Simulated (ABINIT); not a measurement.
# Quasiparticle gap of InP (F-43m) in ABINIT, part 2 of 2

How does a plane-wave GW calculation on InP (F-43m) run from the first input to the gap?

ABINIT 10.8.3; PBE and many-body steps on it, plane waves. Known limits of the many-body steps: not at the basis limit; mesh may overstate the screening; screening head approximate; coarse k mesh.

So far. Step 2 (Ground state): The gap is direct, at Γ. Step 3 (Bands along the symmetry lines): The gap is 0.682 eV, as in the run before at this level.

The database entry behind the starting cell differs from later determinations by our own check (0.1 to 0.3 % short, probably kX units), so it need not match the best structure at ambient conditions.

**4. Empty states on the mesh, 4×4×4 mesh, 242 bands**

Level of this step: DFT, PBE with spin-orbit coupling, plane waves, norm-conserving pseudopotentials (ABINIT).

The sums over transitions need many empty states on a uniform mesh; this step solves for them.

File run.abi:

```
acell 3*1.0 Angstrom
rprim 
  0.000000000000 2.930500000000 2.930500000000
  2.930500000000 -0.000000000000 2.930500000000
  2.930500000000 2.930500000000 0.000000000000
ntypat 2
znucl 49 15
natom 2
typat 1 2
xred 
  0.000000000000 0.000000000000 0.000000000000
  0.250000000000 0.250000000000 0.250000000000
pp_dirpath "pseudos"
pseudos "In.upf, P.upf"
ecut 33
nspinor 2
ngkpt 4 4 4
nshiftk 1
shiftk 0 0 0
kptopt 1
chksymbreak 0
iscf -2
irdden 1
istwfk *1
nband 242
nbdbuf 22
tolwfr 1e-09
nstep 60
prtvol 0
indata_prefix "in"
outdata_prefix "out"
tmpdata_prefix "tmp"
```

Run with:

```
> OMP_NUM_THREADS=1 mpirun -n 4 abinit run.abi > log
```

Numbers of over 12 decimals in the logs are rounded to 6 here.

Output:

```text
.Version 10.8.3 of ABINIT. v10.8.2 released Aug 2026.

 Symmetries : space group F-4 3 m (#216); Bravais cF (face-center cubic)
[... echo of the input left out ...]
== DATASET  1 ==================================================================
-   mpi_nproc: 4, omp_nthreads: 1 (-1 if OMP is not activated)

--- !DatasetInfo
iteration_state: {dtset: 1, }
dimensions: {natom: 2, nkpt: 8, mband: 242, nsppol: 1, nspinor: 2, nspden: 1, mpw: 3119, }
cutoff_energies: {ecut:  33.0, pawecutdg:  -1.0, }
electrons: {nelect:   2.60000000E+01, charge:   0.00000000E+00, occopt:   1.00000000E+00, tsmear:   1.00000000E-02, }

 Real(R)+Recip(G) space primitive vectors, cartesian coordinates (Bohr,Bohr^-1):
 R(1)=  0.0000000  5.5378424  5.5378424  G(1)= -0.0902879  0.0902879  0.0902879
 R(2)=  5.5378424  0.0000000  5.5378424  G(2)=  0.0902879 -0.0902879  0.0902879
 R(3)=  5.5378424  5.5378424  0.0000000  G(3)=  0.0902879  0.0902879 -0.0902879
 Unit cell volume ucvol=  3.3966576E+02 bohr^3
 Angles (23,13,12)=  6.00000000E+01  6.00000000E+01  6.00000000E+01 degrees

 getcut: wavevector=  0.0000  0.0000  0.0000  ngfft=  45  45  45
         ecut(hartree)=     33.000   => boxcut(ratio)=   2.17258

--- Pseudopotential description ------------------------------------------------
- In Generated using ONCVPSP code by D. R. Hamann
- 49.00000  21.00000  180506                  znucl, zion, pspdat
12 -101130 2 -1 1986                          pspcod,pspxc,lmax,lloc,mmax
     nproj     2     4     2     0
     spin-orbit psp
        nprojso     4     4     0
  pspatm : epsatm=   33.78520267
         --- l  ekb(1:nproj) -->
             0   -0.549339    8.455817
             1    2.501599   -1.163416    0.002939   -0.000034
             2   -3.303827   -0.945305
  spin-orbit 1    0.465209   -0.119786    0.028195   -0.000743
  spin-orbit 2    0.049413    0.017065   -0.000103   -0.000031
 pspatm: atomic psp has been read  and splines computed

- P Generated using ONCVPSP code by D. R. Hamann
- 15.00000   5.00000  180423                  znucl, zion, pspdat
12 -101130 2 -1 1298                          pspcod,pspxc,lmax,lloc,mmax
     nproj     2     3     2     0
     spin-orbit psp
        nprojso     3     3     0
  pspatm : epsatm=    8.06211112
         --- l  ekb(1:nproj) -->
             0    1.052847    6.598958
             1    3.371810    0.885290    0.000254
[...]
spin-orbit 1    0.099751   -0.022775    0.007813
  spin-orbit 2    0.001367    0.000277   -0.000084
 pspatm: atomic psp has been read  and splines computed

--------------------------------------------------------------------------------

================================================================================
 prteigrs : about to open file out_EIG
 Non-SCF case, kpt    1 (  0.00000  0.00000  0.00000), residuals and eigenvalues=
  1.60E-10  2.20E-10  6.59E-10  8.15E-10  5.28E-10  6.87E-10  6.23E-10  9.35E-10
  6.79E-11  8.89E-11  4.49E-10  7.06E-10  4.87E-11  9.00E-10  8.45E-11  4.74E-10
  7.60E-10  9.97E-10  2.04E-10  2.68E-10  3.99E-10  6.51E-10  4.06E-11  3.72E-10
[...]
2.91E-07  5.59E-06
 -4.0425E+00 -4.0425E+00 -2.6867E+00 -2.6867E+00 -2.4424E+00 -2.4424E+00
 -2.4424E+00 -2.4424E+00 -3.5572E-01 -3.5572E-01 -3.5572E-01 -3.5572E-01
 -3.2696E-01 -3.2696E-01 -3.2322E-01 -3.2322E-01 -3.2322E-01 -3.2322E-01
[...]
3.1706E+00  3.1706E+00  3.1718E+00  3.1718E+00  3.1724E+00  3.1724E+00
  3.1724E+00  3.1724E+00  3.2322E+00  3.2322E+00  3.2471E+00  3.2471E+00
  3.2471E+00  3.2471E+00
 prteigrs : prtvol=0 or 1, do not print more k-points.

--- !ResultsGS
iteration_state: {dtset: 1, }
comment   : Summary of ground state results
lattice_vectors:
- [  0.0000000,   5.5378424,   5.5378424, ]
- [  5.5378424,  -0.0000000,   5.5378424, ]
- [  5.5378424,   5.5378424,   0.0000000, ]
lattice_lengths: [   7.83169,    7.83169,    7.83169, ]
lattice_angles: [ 60.000,  60.000,  60.000, ] # degrees, (23, 13, 12)
lattice_volume:   3.3966576E+02
convergence: {deltae:  0.000E+00, res2:  0.000E+00, residm:  9.972E-10, diffor:  0.000E+00, }
etotal    :  -2.06360394E+02
entropy   :   0.00000000E+00
fermie    :   1.83646727E-01
cartesian_stress_tensor: null
pressure_GPa: null
xred      :
- [  0.0000E+00,   0.0000E+00,   0.0000E+00, In]
- [  2.5000E-01,   2.5000E-01,   2.5000E-01,  P]
cartesian_forces: null
force_length_stats: {min: null, max: null, mean: null, }

 Integrated electronic density in atomic spheres:
 ------------------------------------------------
 Atom  Sphere_radius  Integrated_density
[...]
================================================================================

 ----iterations are completed or convergence reached----

 Mean square residual over all n,k,spin=   42.502E-11; max=  99.721E-11
 reduced coordinates (array xred) for    2 atoms
       0.000000000000      0.000000000000      0.000000000000
       0.250000000000      0.250000000000      0.250000000000

 cartesian coordinates (angstrom) at end:
    1      0.000000     0.000000     0.000000
    2      1.465250     1.465250     1.465250
 length scales=  1.889726125908  1.889726125908  1.889726125908 bohr
              =  1.000000000000  1.000000000000  1.000000000000 angstroms
 prteigrs : about to open file out_EIG
 Eigenvalues (hartree) for nkpt=   8  k points:
 kpt#   1, nband=242, wtk=  0.01563, kpt=  0.0000  0.0000  0.0000 (reduced coord)
[...]
3.17028    3.17028    3.17062    3.17062    3.17062    3.17062    3.17179    3.17179
   3.17243    3.17243    3.17243    3.17243    3.23222    3.23222    3.24714    3.24714
   3.24714    3.24714
 prteigrs : prtvol=0 or 1, do not print more k-points.

== END DATASET(S) ==============================================================
================================================================================

 -outvars: echo values of variables after computation  --------
            nband         242
             nkpt           8
          spgroup         216
 [... the other variables as echoed above ...]

 Calculation completed.
```

It took 2.4 min on 4 MPI ranks of Intel Xeon 6975P-C (Granite Rapids), shared host; peak memory 0.57 GiB; 9.6 min of CPU time.

This step gave:

- gap: 0.6816 eV
- k of the valence top: 0, 0, 0
- k of the conduction bottom: 0, 0, 0
- least direct gap: 0.6816 eV
- k points computed: 8
- lowest point of the top converged band, above the valence top: 80.3207 eV

On this mesh the gap is 0.682 eV.

**5. Screening, 4×4×4 mesh, 220 bands, screening to 149.7 eV**

The RPA dielectric matrix is built and inverted for each q.

This step: RPA screening on PBE with spin-orbit coupling, plane waves, norm-conserving pseudopotentials.

run.abi: that of step 4 with these lines changed.

```diff
@@ -21,10 +21,11 @@
 chksymbreak 0
-iscf -2
-irdden 1
 istwfk *1
-nband 242
-nbdbuf 22
-tolwfr 1e-09
-nstep 60
-prtvol 0
+occopt 1
+irdwfk 1
+optdriver 3
+nband 220
+ecuteps 5.5
+inclvkb 0
+awtr 1
+symchi 1
 indata_prefix "in"
```

Output:

```text
.Version 10.8.3 of ABINIT. v10.8.2 released Aug 2026.

 Symmetries : space group F-4 3 m (#216); Bravais cF (face-center cubic)
[... echo of the input left out ...]
== DATASET  1 ==================================================================
-   mpi_nproc: 4, omp_nthreads: 1 (-1 if OMP is not activated)

--- !DatasetInfo
iteration_state: {dtset: 1, }
dimensions: {natom: 2, nkpt: 8, mband: 220, nsppol: 1, nspinor: 2, nspden: 1, mpw: 3119, }
cutoff_energies: {ecut:  33.0, pawecutdg:  -1.0, }
electrons: {nelect:   2.60000000E+01, charge:   0.00000000E+00, occopt:   1.00000000E+00, tsmear:   1.00000000E-02, }

 SCREENING: Calculation of the susceptibility and dielectric matrices

 Based on a program developped by R.W. Godby, V. Olevano, G. Onida, and L. Reining.
 Incorporated in ABINIT by V. Olevano, G.-M. Rignanese, and M. Torrent.
.Using double precision arithmetic ; gwpc =  8

[... cell and pseudopotentials left out ...]
--------------------------------------------------------------------------------

 ==== K-mesh for the wavefunctions ====
 Number of points in the irreducible wedge :     8
[... list of points left out ...]
 Together with 24 symmetry operations and time-reversal symmetry
 yields    64 points in the full Brillouin Zone.

 ==== Q-mesh for the screening function ====
 Number of points in the irreducible wedge :     8
[... list of points left out ...]
 Together with 24 symmetry operations and time-reversal symmetry
 yields    64 points in the full Brillouin Zone.

 setmesh: FFT mesh size selected  =    30x   30x   30
          total number of points  =        27000

 vcoul_init : cutoff-mode = AUXILIARY_FUNCTION
 q-points for optical limit:   1
     1)      0.000010    0.000020    0.000030

- screening: taking advantage of time-reversal symmetry
- Maximum band index for partially occupied states nbvw = 26
- Remaining bands to be divided among processors   nbcw = 194
- Number of bands treated by each node ~48

 Number of electrons calculated from density =   26.0000; Expected =   26.0000
 average of density, n =  0.076546
 r_s =    1.4610
 omega_plasma =   26.6880 [eV]

 calculating chi0 at frequencies [eV] :
  1    0.000000E+00    0.000000E+00
  2    0.000000E+00    2.668802E+01

--------------------------------------------------------------------------------
  q-point number  1        q = ( 0.000000, 0.000000, 0.000000) [r.l.u.]
--------------------------------------------------------------------------------
[... chi0 elements left out ...]
 For q-point:  0.000010 0.000020 0.000030
  dielectric constant =  47.5783
  dielectric constant without local fields =  50.2367

  Average fulfillment of the sum rule on Im[epsilon] for q-point    1 :     62.86  [%]
[... wings left out ...]
  q-point number  2        q = ( 0.250000, 0.000000, 0.000000) [r.l.u.]
--------------------------------------------------------------------------------
[... chi0 elements left out ...]
  Average fulfillment of the sum rule on Im[epsilon] for q-point    2 :     75.23  [%]

 [... 6 further q-points ...]
```

The job ended after 3.8 min (4 MPI ranks; peak memory 2.5 GiB; 15 min of CPU time).

This step gave:

- ε∞ with local fields, on this mesh, along the program's q direction: 47.58
- the same without local fields: 50.24
- plasma frequency: 26.69 eV
- plane waves in the screening matrix: 181

Local fields lower ε∞ by 5 %. On a Γ-centred mesh this coarse the value itself is usually too large, while a short band sum pulls it down.

**6. Self-energy, 4×4×4 mesh, 220 bands, screening to 149.7 eV**

The self-energy is evaluated for the states that the input lists, and the levels follow from it, in one-shot runs by the linearised quasiparticle equation.

This step: G0W0 on PBE with spin-orbit coupling, plane waves, norm-conserving pseudopotentials.

run.abi: that of step 5 with these lines changed.

```diff
@@ -24,8 +24,15 @@
 irdwfk 1
-optdriver 3
+optdriver 4
 nband 220
+gwcalctyp 0
+ecutsigx 33
+symsigma 0
+nkptgw 1
+kptgw 
+  0.0000000000 0.0000000000 0.0000000000
+bdgw 
+  23 30
 ecuteps 5.5
-inclvkb 0
-awtr 1
-symchi 1
+irdscr 1
+ppmodel 1
 indata_prefix "in"
```

Output:

```text
.Version 10.8.3 of ABINIT. v10.8.2 released Aug 2026.

 Symmetries : space group F-4 3 m (#216); Bravais cF (face-center cubic)
[... echo of the input left out ...]
== DATASET  1 ==================================================================
-   mpi_nproc: 4, omp_nthreads: 1 (-1 if OMP is not activated)

--- !DatasetInfo
iteration_state: {dtset: 1, }
dimensions: {natom: 2, nkpt: 8, mband: 220, nsppol: 1, nspinor: 2, nspden: 1, mpw: 3119, }
cutoff_energies: {ecut:  33.0, pawecutdg:  -1.0, }
electrons: {nelect:   2.60000000E+01, charge:   0.00000000E+00, occopt:   1.00000000E+00, tsmear:   1.00000000E-02, }

 SIGMA: Calculation of the GW corrections

 Based on a program developped by R.W. Godby, V. Olevano, G. Onida, and L. Reining.
 Incorporated in ABINIT by V. Olevano, G.-M. Rignanese, and M. Torrent.
.Using double precision arithmetic ; gwpc =  8

[... cell and pseudopotentials left out ...]
--------------------------------------------------------------------------------

 ==== K-mesh for the wavefunctions ====
 Number of points in the irreducible wedge :     8
[... list of points left out ...]
 Together with 24 symmetry operations and time-reversal symmetry
 yields    64 points in the full Brillouin Zone.

 ==== Q-mesh for screening function ====
 Number of points in the irreducible wedge :     8
[... list of points left out ...]
 Together with 24 symmetry operations and time-reversal symmetry
 yields    64 points in the full Brillouin Zone.

 vcoul_init : cutoff-mode = AUXILIARY_FUNCTION
 q-points for optical limit:   1
     1)      0.000010    0.000020    0.000030
 setmesh: FFT mesh size selected  =    45x   45x   45
          total number of points  =        91125

 Number of electrons calculated from density =   26.0000; Expected =   26.0000
 average of density, n =  0.076546
 r_s =    1.4610
 omega_plasma =   26.6880 [eV]

 === KS Band Gaps ===
  >>>> For spin  1
   Minimum direct gap =   0.6818 [eV], located at k-point      :   0.0000  0.0000  0.0000
   Fundamental gap    =   0.6818 [eV], Top of valence bands at :   0.0000  0.0000  0.0000
                                       Bottom of conduction at :   0.0000  0.0000  0.0000
 SIGMA fundamental parameters:
 PLASMON POLE MODEL  1
 number of plane-waves for SigmaX                 3119
 number of plane-waves for SigmaC and W            181
 number of plane-waves for wavefunctions          3119
 number of bands                                   220
 number of independent spin polarizations            1
 number of spinorial components                      2
 number of k-points in IBZ                           8
 number of q-points in IBZ                           8
 number of symmetry operations                      24
 number of k-points in BZ                           64
 number of q-points in BZ                           64
 number of frequencies for dSigma/dE                 9
 frequency step for dSigma/dE [eV]                0.25
 number of omega for Sigma on real axis              0
 max omega for Sigma on real axis  [eV]           0.00
 zcut for avoiding poles [eV]                     0.10

 EPSILON^-1 parameters (SCR file):
 dimension of the eps^-1 matrix on file            181
 dimension of the eps^-1 matrix used               181
 number of plane-waves for wavefunctions          3119
 number of bands                                   220
 number of q-points in IBZ                           8
 number of frequencies                               2
 number of real frequencies                          1
 number of imag frequencies                          1

 matrix elements of self-energy operator (all in [eV])

 Perturbative Calculation

--- !SelfEnergy_ee
iteration_state: {dtset: 1, }
kpoint     : [   0.000,    0.000,    0.000, ]
spin       : 1
KS_gap     :    0.682
QP_gap     :    1.343
Delta_QP_KS:    0.661
data: !SigmaeeData |
     Band     E0 <VxcDFT>   SigX SigC(E0)      Z dSigC/dE  Sig(E)    E-E0       E
       23   4.997 -12.897 -14.774   1.215   0.779  -0.284 -13.413  -0.516   4.482
       24   4.997 -12.897 -14.774   1.215   0.779  -0.284 -13.413  -0.515   4.482
       25   4.997 -12.897 -14.770   1.212   0.779  -0.284 -13.412  -0.515   4.482
       26   4.997 -12.897 -14.776   1.217   0.779  -0.284 -13.413  -0.516   4.481
       27   5.679 -11.722  -7.713  -3.826   0.794  -0.260 -11.577   0.145   5.824
       28   5.679 -11.722  -7.713  -3.826   0.794  -0.260 -11.577   0.145   5.824
       29   8.744 -10.865  -6.398  -4.158   0.798  -0.253 -10.619   0.247   8.990
       30   8.744 -10.865  -6.397  -4.159   0.798  -0.253 -10.619   0.247   8.990

== END DATASET(S) ==============================================================
================================================================================

 -outvars: echo values of variables after computation  --------
           etotal      0.0000000000E+00
            nband         220
             nkpt           8
          spgroup         216
 [... the other variables as echoed above ...]

 Calculation completed.
```

Run time: 97 s. Hardware: 4 MPI ranks; peak memory 2 GiB.

Numbers from this step:

```
G0W0 gap on the points computed              : 1.342 eV
starting gap on the mesh                     : 0.6816 eV
k of the valence top                         : 0, 0, 0
k of the conduction bottom                   : 0, 0, 0
Z at the valence top                         : 0.779
Z at the conduction bottom                   : 0.794
least direct G0W0 gap on the computed points : 1.342 eV
```

The gap on the mesh goes from 0.68 eV to 1.34 eV, a correction of +0.66 eV.

Limits: finite bands, cutoff and mesh; screening head approximate; coarse k mesh. v1 is the top filled band, c1 the lowest empty one. The levels before and after the correction (eV, zero at the valence-band top of each column):

```csv
,conduction bottom,valence top
Kohn-Sham,0.68,0.00
G0W0,1.34,0.00
```

```
             level  energy (eV)
Kohn-Sham  Γ v4-v1        0.000
Kohn-Sham  Γ c1-c2        0.682
Kohn-Sham  Γ c3-c4        3.746
     G0W0  Γ v4-v1        0.000
     G0W0  Γ c1-c2        1.342
     G0W0  Γ c3-c4        4.508
```

**7. Where the time went**

Times are wall times on 4 MPI ranks of Intel Xeon 6975P-C (Granite Rapids), shared host. The host was busy with other work, so they are no guide to cost.

```
                          step     time  share  memory (GiB)
                  ground state     48 s    9 %          0.41
bands along the symmetry lines     38 s    7 %          0.41
      empty states on the mesh  2.4 min   26 %          0.57
                     screening  3.8 min   41 %           2.5
                   self-energy     97 s   18 %           2.0
```

**8. What came out**

```json
{
 "PBE gap": "0.68 eV, direct",
 "G0W0 gap on the mesh": "1.34 eV",
 "GW settings": "4×4×4 mesh, 220 bands, screening to 149.7 eV, Godby-Needs plasmon pole",
 "known limits": "not at the basis limit; mesh may overstate the screening; screening head approximate; coarse k mesh"
}
```

In words: G0W0 moves the gap on the mesh from 0.68 eV to 1.34 eV (+0.66 eV), with Z of 0.78 and 0.79 at the edges. Local fields lower the RPA ε∞ on this mesh from 50.24 to 47.58; a Γ-centred mesh this coarse tends to raise both, most where the direct gap is narrow, while a short band sum lowers them. Only 1 of the mesh's irreducible points was corrected, so a valley elsewhere could overtake. The dearest step here is «screening». Bands and cutoff are finite, so the gap is not at the basis limit. The miss can reach some tenths of an eV and take either sign; the mesh is an error of its own. In the G0W0 run levels were corrected at 1 k point alone, so a gap called «on the mesh» is the least over those, and an edge elsewhere would be missed. The 4×4×4 mesh is coarse for this cell, which bears on the long-range parts of exchange and screening. The RPA ε∞ on this mesh reaches over 25; with a narrow direct gap a coarse mesh can overstate it, and the correction is then too small. The long-wavelength limit of the screening leaves out the non-local commutator, which shifts ε∞.

[Paths, hosts, dates, memory and timing lines, banners, echoed tables and standing remarks are left out of the program output.]

[Logs are printed without paths, hosts, clocks, repeated set-up lines and the standing remarks that a program may print on its own settings, such as how far it seeks lower states.]

[Runs of the session that timed out or met a known fault of the program may be left out.]

[Hosts, paths, dates, database ids (printed as entryN), source tags and the programs' standing remarks are cut or masked in the printed files.]

[G0W0 gaps are taken among the corrected bands and points alone; a level outside them can change the order at an edge.]

[Where Ansatz stands beside ABINIT at settings called matched, ABINIT's density can come from a denser mesh and the files from another edition; pairs whose starting gaps differed by over 0.03 eV were left out, so agreement reads better than it is.]
